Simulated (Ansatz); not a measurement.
# Rh(111) with 4 thermally displaced layers, 2x2: scattering by thermal displacements, part 2 of 2

How much do lattice vibrations at 80 K scatter the electrons of Rh? Layers with random displacements are laid between perfect leads, and the resistance is followed against their length.

Ansatz 0.2.0; Ansatz plane-wave DFT, PBE, PAW files; ballistic transport by layer matching (Landauer), zero bias; PAW set soft_1.

So far, open channels per spin nearest the Fermi level: step 2 (with 4 displaced layers) 7.2.

### Step 3. With 8 displaced layers

Each atom of 8 layers is moved at random, by amounts drawn from a normal law 0.0295 Å wide in each direction from the Debye model (480 K) at 80 K. A fresh draw is used; the growth of the resistance with length is what counts.

System of this step: Rh(111) with 8 thermally displaced layers, 2x2. The cell holds 56 atoms: 56 Rh. Cell: a = 5.378 Å, b = 5.378 Å, c = 30.779 Å, α = 87.5°, β = 92.5°, γ = 120.0°. It derives from Rh. Regions: lead, 24 atoms (24 Rh); scattering region, 32 atoms (32 Rh). The structure is stacked along c, and the current runs across the ab planes.

Contents of input.yaml:

```yaml
crystal:
  lattice:
    - [5.3783955991, 0.0, 0.0]
    - [-2.6891977995, 4.6578272204, 0.0]
    - [-1.3445988998, 0.7763045367, 30.7400913226]
  atoms:
    - { symbol: Rh, position: [0.005952381, 0.994047619, 0.0357142857] }
    - { symbol: Rh, position: [0.005952381, 0.494047619, 0.0357142857] }
    - { symbol: Rh, position: [0.505952381, 0.994047619, 0.0357142857] }
    - { symbol: Rh, position: [0.505952381, 0.494047619, 0.0357142857] }
    - { symbol: Rh, position: [0.1845238095, 0.3154761905, 0.1071428571] }
    - { symbol: Rh, position: [0.1845238095, 0.8154761905, 0.1071428571] }
    - { symbol: Rh, position: [0.6845238095, 0.3154761905, 0.1071428571] }
    - { symbol: Rh, position: [0.6845238095, 0.8154761905, 0.1071428571] }
    - { symbol: Rh, position: [0.3630952381, 0.1369047619, 0.1785714286] }
    - { symbol: Rh, position: [0.3630952381, 0.6369047619, 0.1785714286] }
    - { symbol: Rh, position: [0.8630952381, 0.1369047619, 0.1785714286] }
    - { symbol: Rh, position: [0.8630952381, 0.6369047619, 0.1785714286] }
    - { symbol: Rh, position: [0.0557661003, 0.9666028897, 0.250342864] }
    - { symbol: Rh, position: [0.035131937, 0.4582001633, 0.2506298096] }
    - { symbol: Rh, position: [0.5359217789, 0.9607663511, 0.2504124031] }
    - { symbol: Rh, position: [0.5416288112, 0.4509417857, 0.2493651751] }
    - { symbol: Rh, position: [0.2144197466, 0.272077077, 0.323097288] }
    - { symbol: Rh, position: [0.2185189641, 0.7818861511, 0.3211805018] }
    - { symbol: Rh, position: [0.7332020474, 0.2880206206, 0.3220361979] }
    - { symbol: Rh, position: [0.7084295791, 0.7799820117, 0.322084487] }
    - { symbol: Rh, position: [0.4026497321, 0.0969868071, 0.394605146] }
    - { symbol: Rh, position: [0.3896244278, 0.5968524392, 0.3937542121] }
    - { symbol: Rh, position: [0.9054478159, 0.1138386652, 0.3930380046] }
    - { symbol: Rh, position: [0.8939677585, 0.598974369, 0.3918103179] }
    - { symbol: Rh, position: [0.0724637046, 0.9265176293, 0.4648432738] }
    - { symbol: Rh, position: [0.0823605869, 0.4175711087, 0.465906212] }
    - { symbol: Rh, position: [0.580720168, 0.9326567594, 0.4638705077] }
    - { symbol: Rh, position: [0.5743037582, 0.4240356606, 0.4652752708] }
    - { symbol: Rh, position: [0.2547671263, 0.2405547463, 0.5344275449] }
    - { symbol: Rh, position: [0.2500170412, 0.7470721497, 0.5366637976] }
    - { symbol: Rh, position: [0.751789878, 0.2371055825, 0.5365518658] }
    - { symbol: Rh, position: [0.7467734426, 0.7394334641, 0.5363100785] }
    - { symbol: Rh, position: [0.4233157315, 0.0680155276, 0.6065848419] }
    - { symbol: Rh, position: [0.4349156869, 0.5649645619, 0.6073367619] }
    - { symbol: Rh, position: [0.9361565426, 0.0604472922, 0.6085061204] }
    - { symbol: Rh, position: [0.9413625572, 0.5706321033, 0.6082604056] }
    - { symbol: Rh, position: [0.120098104, 0.8922370365, 0.6786439516] }
    - { symbol: Rh, position: [0.1047212131, 0.3861727544, 0.6778331708] }
    - { symbol: Rh, position: [0.60602119, 0.8886320888, 0.678025973] }
    - { symbol: Rh, position: [0.6041894818, 0.3802579857, 0.6788289428] }
    - { symbol: Rh, position: [0.2978177851, 0.2167088193, 0.7499866505] }
    - { symbol: Rh, position: [0.302002599, 0.7170279941, 0.7511034471] }
    - { symbol: Rh, position: [0.7826410159, 0.2160585531, 0.750325825] }
    - { symbol: Rh, position: [0.7952267723, 0.7106225922, 0.75036721] }
    - { symbol: Rh, position: [0.4702380952, 0.0297619048, 0.8214285714] }
    - { symbol: Rh, position: [0.4702380952, 0.5297619048, 0.8214285714] }
    - { symbol: Rh, position: [0.9702380952, 0.0297619048, 0.8214285714] }
    - { symbol: Rh, position: [0.9702380952, 0.5297619048, 0.8214285714] }
    - { symbol: Rh, position: [0.1488095238, 0.8511904762, 0.8928571429] }
    - { symbol: Rh, position: [0.1488095238, 0.3511904762, 0.8928571429] }
    - { symbol: Rh, position: [0.6488095238, 0.8511904762, 0.8928571429] }
    - { symbol: Rh, position: [0.6488095238, 0.3511904762, 0.8928571429] }
    - { symbol: Rh, position: [0.3273809524, 0.1726190476, 0.9642857143] }
    - { symbol: Rh, position: [0.3273809524, 0.6726190476, 0.9642857143] }
    - { symbol: Rh, position: [0.8273809524, 0.1726190476, 0.9642857143] }
    - { symbol: Rh, position: [0.8273809524, 0.6726190476, 0.9642857143] }
kpoints:
  mp_grid: { grid: [5, 5, 1] }
hamiltonian:
  xc: pbe
  pseudopotentials: { kind: paw, azcp: { folder: soft_1 } }
scf:
  occupations: { method: fermi_dirac, width: 0.1 }
output:
  transmission:
    leads: [[0, 4]]
    kmesh: [10, 10]
    e_range: [-0.05, 0.05]
    de: 0.05
  write_potential: true
  write_density: true
  volumetric_format: npy
```

Run with:

```sh
> ansatz run input.yaml --threads 4 --pin off --max-ram 15360MiB --backend cpu --events-out ev --progress --plain --runs-dir out
```

Numbers of over 12 decimals in the logs are rounded to 6 here.

The program printed:

```text
[...]
Crystal: 56 atoms, lattice volume = 770.090 Å³
Basis set: ecut = 420 eV, 14937 PW (Γ)
Bands: 572, of which v1, the nominal top of the filled ones, is band 476 counted from 1 (475 counted from 0)
Symmetry: 1 space group operations
[...]
k-points: 13 of 25 (time reversal used)
[...]
SCF iter   1: F=—  HF=-358591.159618 eV  |F-HF|=—  |Δ(HF+E_count)|=         —  Δρ=1.10e-1  dr2=8.67e1  ethr=3.10e-3  ⟨swp⟩=4.5  Hψ=20976  notcnv=0  defer=92
[...]
SCF iter   9: F=-358565.139801 eV  HF=-358565.139801 eV  |F-HF|=2.43e-8  |Δ(HF+E_count)|=   1.92e-9  Δρ=1.17e-6  dr2=2.73e-8  ethr=1.05e-11  ⟨swp⟩=7.7  Hψ=18725  notcnv=0
SCF 1 converged in 9 iterations: F = -358565.139801 eV  dr2 = 2.73e-8
[...]
transmission: 288 of 2860 steps passed
transmission: 572 of 2860 steps passed
[...]
transmission: 2860 of 2860 steps passed
SCF converged after 9 iterations
Free energy (F): -358565.139801 eV
[...]
Internal energy: -358562.630137 eV  (E = F + TS)
E sigma→0 (E₀):  -358563.884969 eV
Entropy (-TS):   -2.509664 eV (-44.815 meV/atom)
Fermi energy:    22.415463 eV
[...]
--- Band table (eV; the first three rows and the last of 13) ---
  k-point 0: bands = [... 472 lower, 22.9779, 22.9807, 22.9829, 22.9862, 22.9888, 22.9918, 22.9975, 23.0019, ... 92 higher]
  k-point 1: bands = [... 472 lower, 22.6202, 22.6374, 22.6460, 22.6530, 22.6597, 22.6707, 22.6923, 22.7171, ... 92 higher]
  k-point 2: bands = [... 472 lower, 21.8589, 21.8934, 21.9325, 21.9622, 22.0225, 22.0633, 22.1057, 22.1395, ... 92 higher]
  k-point 12: bands = [... 472 lower, 22.3876, 22.3898, 22.3968, 22.4127, 22.4269, 22.4367, 22.4734, 22.4818, ... 92 higher]
--- Transmission ---
  basis      : 211 plane waves across, 55 finite elements along
  points     : 52, standing for a mesh of 10 x 10
[...]
channels       : 7.200000e0 a spin
[...]
junction   : crystal 0 to crystal 0, 0.70 to 29.24 Å
    transmission   : 6.489725e0 a spin
[...]
```

Run time: 8.7 min. Hardware: 4 threads of Intel Xeon Platinum 8488C (Sapphire Rapids), shared host; peak memory 8.6 GiB; 30 min of CPU time.

This step gave:

```
free energy                                   : -358565.1398 eV
energy at zero smearing                       : -358563.8850 eV
Fermi energy                                  : 22.42 eV
transmission per spin nearest the Fermi level : 6.490
step of the lead's potential                  : 2.1 meV
```

Per spin. Transmission, zone mean against energy, zero at the Fermi level:

| energy (eV) | transmission, zone mean |
| --- | --- |
| -0.0500 | 6.28 |
| 0.0000 | 6.49 |
| 0.0500 | 6.49 |

Over the solved energies the transmission per spin lies between 6.28 and 6.49, out of 7 channels of the lead on average (up to 7.2).

### Step 4. With 12 displaced layers

Each atom of 12 layers is moved at random, by amounts drawn from a normal law 0.0295 Å wide in each direction from the Debye model (480 K) at 80 K. A fresh draw is used; the growth of the resistance with length is what counts.

System of this step: Rh(111) with 12 thermally displaced layers, 2x2. The cell holds 72 atoms: 72 Rh. Cell: a = 5.378 Å, b = 5.378 Å, c = 39.523 Å, α = 90.0°, β = 90.0°, γ = 120.0°. It derives from Rh. Regions: lead, 24 atoms (24 Rh); scattering region, 48 atoms (48 Rh). The structure is stacked along c, and the current runs across the ab planes.

Contents of input.yaml:

```yaml
crystal:
  lattice:
    - [5.3783955991, 0.0, 0.0]
    - [-2.6891977995, 4.6578272204, 0.0]
    - [0.0, 0.0, 39.5229745576]
  atoms:
    - { symbol: Rh, position: [0.0, 0.0, 0.0277777778] }
    - { symbol: Rh, position: [0.0, 0.5, 0.0277777778] }
    - { symbol: Rh, position: [0.5, 0.0, 0.0277777778] }
    - { symbol: Rh, position: [0.5, 0.5, 0.0277777778] }
    - { symbol: Rh, position: [0.1666666667, 0.3333333333, 0.0833333333] }
    - { symbol: Rh, position: [0.1666666667, 0.8333333333, 0.0833333333] }
    - { symbol: Rh, position: [0.6666666667, 0.3333333333, 0.0833333333] }
    - { symbol: Rh, position: [0.6666666667, 0.8333333333, 0.0833333333] }
    - { symbol: Rh, position: [0.3333333333, 0.1666666667, 0.1388888889] }
    - { symbol: Rh, position: [0.3333333333, 0.6666666667, 0.1388888889] }
    - { symbol: Rh, position: [0.8333333333, 0.1666666667, 0.1388888889] }
    - { symbol: Rh, position: [0.8333333333, 0.6666666667, 0.1388888889] }
    - { symbol: Rh, position: [0.0006152039, 0.9977275074, 0.1930254722] }
    - { symbol: Rh, position: [0.9968583347, 0.4949110979, 0.1952504465] }
    - { symbol: Rh, position: [0.4986808669, 0.0005285319, 0.193810481] }
    - { symbol: Rh, position: [0.4971635826, 0.4999269774, 0.1933360794] }
    - { symbol: Rh, position: [0.1679796161, 0.3326617271, 0.2491152334] }
    - { symbol: Rh, position: [0.1551406081, 0.8365817701, 0.2497779472] }
    - { symbol: Rh, position: [0.6630128439, 0.3318380986, 0.2513554276] }
    - { symbol: Rh, position: [0.666667811, 0.8338817712, 0.2488903681] }
    - { symbol: Rh, position: [0.3452707994, 0.1724758262, 0.3063516866] }
    - { symbol: Rh, position: [0.3364966802, 0.6724705507, 0.3058323506] }
    - { symbol: Rh, position: [0.8362138331, 0.165703043, 0.3044557621] }
    - { symbol: Rh, position: [0.832849183, 0.6544152919, 0.3053765183] }
    - { symbol: Rh, position: [0.9955770554, 0.9933970352, 0.3615686146] }
    - { symbol: Rh, position: [0.9975184923, 0.497233928, 0.3614990093] }
    - { symbol: Rh, position: [0.5017839921, 0.0087944544, 0.3613733617] }
    - { symbol: Rh, position: [0.4912439345, 0.4876897076, 0.3601352849] }
    - { symbol: Rh, position: [0.1724659049, 0.3330129291, 0.4164554029] }
    - { symbol: Rh, position: [0.1716165344, 0.8252121218, 0.4162296574] }
    - { symbol: Rh, position: [0.6659315417, 0.3370457817, 0.4161715465] }
    - { symbol: Rh, position: [0.6582215252, 0.8231701824, 0.4172108964] }
    - { symbol: Rh, position: [0.3362455414, 0.1636504435, 0.4723441041] }
    - { symbol: Rh, position: [0.3247516775, 0.6636793383, 0.4732504289] }
    - { symbol: Rh, position: [0.8413917277, 0.1812949454, 0.4716348306] }
    - { symbol: Rh, position: [0.8358962866, 0.6654288035, 0.4726444272] }
    - { symbol: Rh, position: [0.9981838191, 0.9964467226, 0.5271303749] }
    - { symbol: Rh, position: [0.0165672002, 0.4995102826, 0.5262729753] }
    - { symbol: Rh, position: [0.4985900511, 0.0042930708, 0.5274046789] }
    - { symbol: Rh, position: [0.5106331495, 0.5063467768, 0.5276641049] }
    - { symbol: Rh, position: [0.1608963608, 0.3269713434, 0.5828110286] }
    - { symbol: Rh, position: [0.1624018255, 0.8409590791, 0.5845202908] }
    - { symbol: Rh, position: [0.6560378932, 0.325851399, 0.5820136958] }
    - { symbol: Rh, position: [0.6515475175, 0.8136652764, 0.5824809816] }
    - { symbol: Rh, position: [0.3393504061, 0.1644780093, 0.6395265671] }
    - { symbol: Rh, position: [0.3362260732, 0.6778144935, 0.6390375424] }
    - { symbol: Rh, position: [0.8393191464, 0.182827574, 0.6386467728] }
    - { symbol: Rh, position: [0.8272761815, 0.6679450784, 0.6388599108] }
    - { symbol: Rh, position: [0.0029292932, 0.9941645901, 0.6950449124] }
    - { symbol: Rh, position: [0.0025621305, 0.4957724765, 0.6945662547] }
    - { symbol: Rh, position: [0.5028710714, 0.0148526994, 0.6939190259] }
    - { symbol: Rh, position: [0.4941414224, 0.4932515486, 0.6941861738] }
    - { symbol: Rh, position: [0.1690651103, 0.3381946608, 0.7495444639] }
    - { symbol: Rh, position: [0.1611636924, 0.8243647007, 0.7493826047] }
    - { symbol: Rh, position: [0.6850740033, 0.3399260603, 0.7494169129] }
    - { symbol: Rh, position: [0.6562447942, 0.827156341, 0.7499838146] }
    - { symbol: Rh, position: [0.3311672631, 0.1619536791, 0.8045955326] }
    - { symbol: Rh, position: [0.342562633, 0.6695265546, 0.8052760584] }
    - { symbol: Rh, position: [0.8304469921, 0.1633138959, 0.8033647217] }
    - { symbol: Rh, position: [0.8305784189, 0.6598884163, 0.8048073673] }
    - { symbol: Rh, position: [0.0, 0.0, 0.8611111111] }
    - { symbol: Rh, position: [0.0, 0.5, 0.8611111111] }
    - { symbol: Rh, position: [0.5, 0.0, 0.8611111111] }
    - { symbol: Rh, position: [0.5, 0.5, 0.8611111111] }
    - { symbol: Rh, position: [0.1666666667, 0.3333333333, 0.9166666667] }
    - { symbol: Rh, position: [0.1666666667, 0.8333333333, 0.9166666667] }
    - { symbol: Rh, position: [0.6666666667, 0.3333333333, 0.9166666667] }
    - { symbol: Rh, position: [0.6666666667, 0.8333333333, 0.9166666667] }
    - { symbol: Rh, position: [0.3333333333, 0.1666666667, 0.9722222222] }
    - { symbol: Rh, position: [0.3333333333, 0.6666666667, 0.9722222222] }
    - { symbol: Rh, position: [0.8333333333, 0.1666666667, 0.9722222222] }
    - { symbol: Rh, position: [0.8333333333, 0.6666666667, 0.9722222222] }
kpoints:
  mp_grid: { grid: [5, 5, 1] }
hamiltonian:
  xc: pbe
  pseudopotentials: { kind: paw, azcp: { folder: soft_1 } }
scf:
  occupations: { method: fermi_dirac, width: 0.1 }
output:
  transmission:
    leads: [[0, 4]]
    kmesh: [10, 10]
    e_range: [-0.05, 0.05]
    de: 0.05
  write_potential: true
  write_density: true
  volumetric_format: npy
```

The program printed:

```text
[...]
Crystal: 72 atoms, lattice volume = 990.115 Å³
Basis set: ecut = 420 eV, 19231 PW (Γ)
Bands: 735, of which v1, the nominal top of the filled ones, is band 612 counted from 1 (611 counted from 0)
Symmetry: 1 space group operations
[...]
k-points: 13 of 25 (time reversal used)
[...]
SCF iter   1: F=—  HF=-461045.544964 eV  |F-HF|=—  |Δ(HF+E_count)|=         —  Δρ=1.10e-1  dr2=1.11e2  ethr=3.10e-3  ⟨swp⟩=4.5  Hψ=26878  notcnv=0  defer=103
[...]
SCF iter   9: F=-461012.178485 eV  HF=-461012.178485 eV  |F-HF|=4.64e-8  |Δ(HF+E_count)|=   7.68e-9  Δρ=1.08e-6  dr2=4.98e-8  ethr=8.17e-12  ⟨swp⟩=7.7  Hψ=23827  notcnv=0
SCF 1 converged in 9 iterations: F = -461012.178485 eV  dr2 = 4.98e-8
[...]
transmission: 366 of 3640 steps passed
transmission: 728 of 3640 steps passed
[...]
transmission: 3640 of 3640 steps passed
SCF converged after 9 iterations
Free energy (F): -461012.178485 eV
[...]
Internal energy: -461009.014195 eV  (E = F + TS)
E sigma→0 (E₀):  -461010.596340 eV
Entropy (-TS):   -3.164290 eV (-43.948 meV/atom)
Fermi energy:    22.419294 eV
[...]
--- Band table (eV; the first three rows and the last of 13) ---
  k-point 0: bands = [... 608 lower, 22.9740, 22.9769, 22.9786, 22.9800, 22.9817, 22.9835, 22.9869, 22.9907, ... 119 higher]
  k-point 1: bands = [... 608 lower, 22.6328, 22.6369, 22.6436, 22.6536, 22.6571, 22.6638, 22.6751, 22.6807, ... 119 higher]
  k-point 2: bands = [... 608 lower, 21.9104, 21.9305, 21.9414, 21.9874, 22.0064, 22.0172, 22.0461, 22.0532, ... 119 higher]
  k-point 12: bands = [... 608 lower, 22.3992, 22.4104, 22.4221, 22.4284, 22.4379, 22.4478, 22.4537, 22.4659, ... 119 higher]
--- Transmission ---
  basis      : 211 plane waves across, 70 finite elements along
  points     : 52, standing for a mesh of 10 x 10
[...]
channels       : 7.200000e0 a spin
[...]
junction   : crystal 0 to crystal 0, 0.70 to 38.03 Å
    transmission   : 6.121996e0 a spin
[...]
```

Wall time 14 min (4 threads); peak memory 7.5 GiB.

Numbers from this step:

```
free energy                                   : -461012.1785 eV
energy at zero smearing                       : -461010.5963 eV
transmission per spin nearest the Fermi level : 6.122
step of the lead's potential                  : 3 meV
```

Per spin. Table of transmission, zone mean by energy, zero at the Fermi level:

| energy (eV) | transmission, zone mean |
| --- | --- |
| -0.0500 | 5.99 |
| 0.0000 | 6.12 |
| 0.0500 | 6.19 |

Over the solved energies the transmission per spin lies between 5.99 and 6.19, out of 7 channels of the lead on average (up to 7.2).

### Step 5. Resistance against length

This step: Ansatz plane-wave DFT, PBE, PAW files; ballistic transport by layer matching (Landauer), zero bias; resistivity from the slope of the area resistance; PAW set soft_1 (Ansatz 0.2.0).

Numbers from this step:

- resistivity: 2.793 µΩ cm
- intercept: -0.006099 fΩ m²
- scatter about the fit: 8.71e-4 fΩ m²

Resistance, by row:

| run | length (Å) | T | channels N | RA (fΩ m²) |
| --- | --- | --- | --- | --- |
| n4 | 8.783 | 6.723 | 7 | 0.01905 |
| n8 | 17.57 | 6.42 | 7 | 0.04173 |
| n12 | 26.35 | 6.1 | 7 | 0.06811 |

Table of area resistance by length of the displaced region:

| length of the displaced region (Å) | area resistance (fΩ m²) |
| --- | --- |
| 8.78 | 0.0190 |
| 17.57 | 0.0417 |
| 26.35 | 0.0681 |

The area resistance goes from 0.019 to 0.068 fΩ m² between 8.8 and 26.3 Å, a slope of 2.8 µΩ cm.

By hand from the end points: (0.06811 − 0.01905) fΩ m² / (26.35 − 8.78) Å = 2.8 µΩ cm, since 1 fΩ m² per Å is 1000 µΩ cm.

### Step 6. Results

```yaml
resistivity_from_the_slope: 2.79 µΩ cm
area_resistance_over_8p78_a: 0.0190 fΩ m²
area_resistance_over_17p6_a: 0.0417 fΩ m²
area_resistance_over_26p3_a: 0.0681 fΩ m²
```

What this shows: The slope gives 2.8 µΩ cm. The points scatter by 8.7e-4 fΩ m² about the line, with one random draw a length in a 2x2 cell, so the slope is a rough value. The mean square of the displacements drawn is 0.78, 0.99 and 1.2 of the nominal one at the three lengths; with each resistance scaled back by that, the slope is 1.9 µΩ cm, the value used below. Read with a model of isotropic scattering on a spherical Fermi surface and the lead's 2.2×10¹⁵ S/m², this slope means a mean free path near 216 Å; over these lengths the model's slope is 1.19 times its bulk resistivity, which would be 1.6 µΩ cm. This far under the Debye temperature the model doesn't describe a real metal: frozen displacements count zero-point motion as scattering and turn electrons through all angles, while in the metal the short-wave phonons freeze out.

[Logs are printed without paths, hosts, clocks, repeated set-up lines and the standing remarks that a program may print on its own settings, such as how far it seeks lower states.]

[Hosts, paths, dates, database ids (printed as entryN), source tags and the programs' standing remarks are cut or masked in the printed files.]
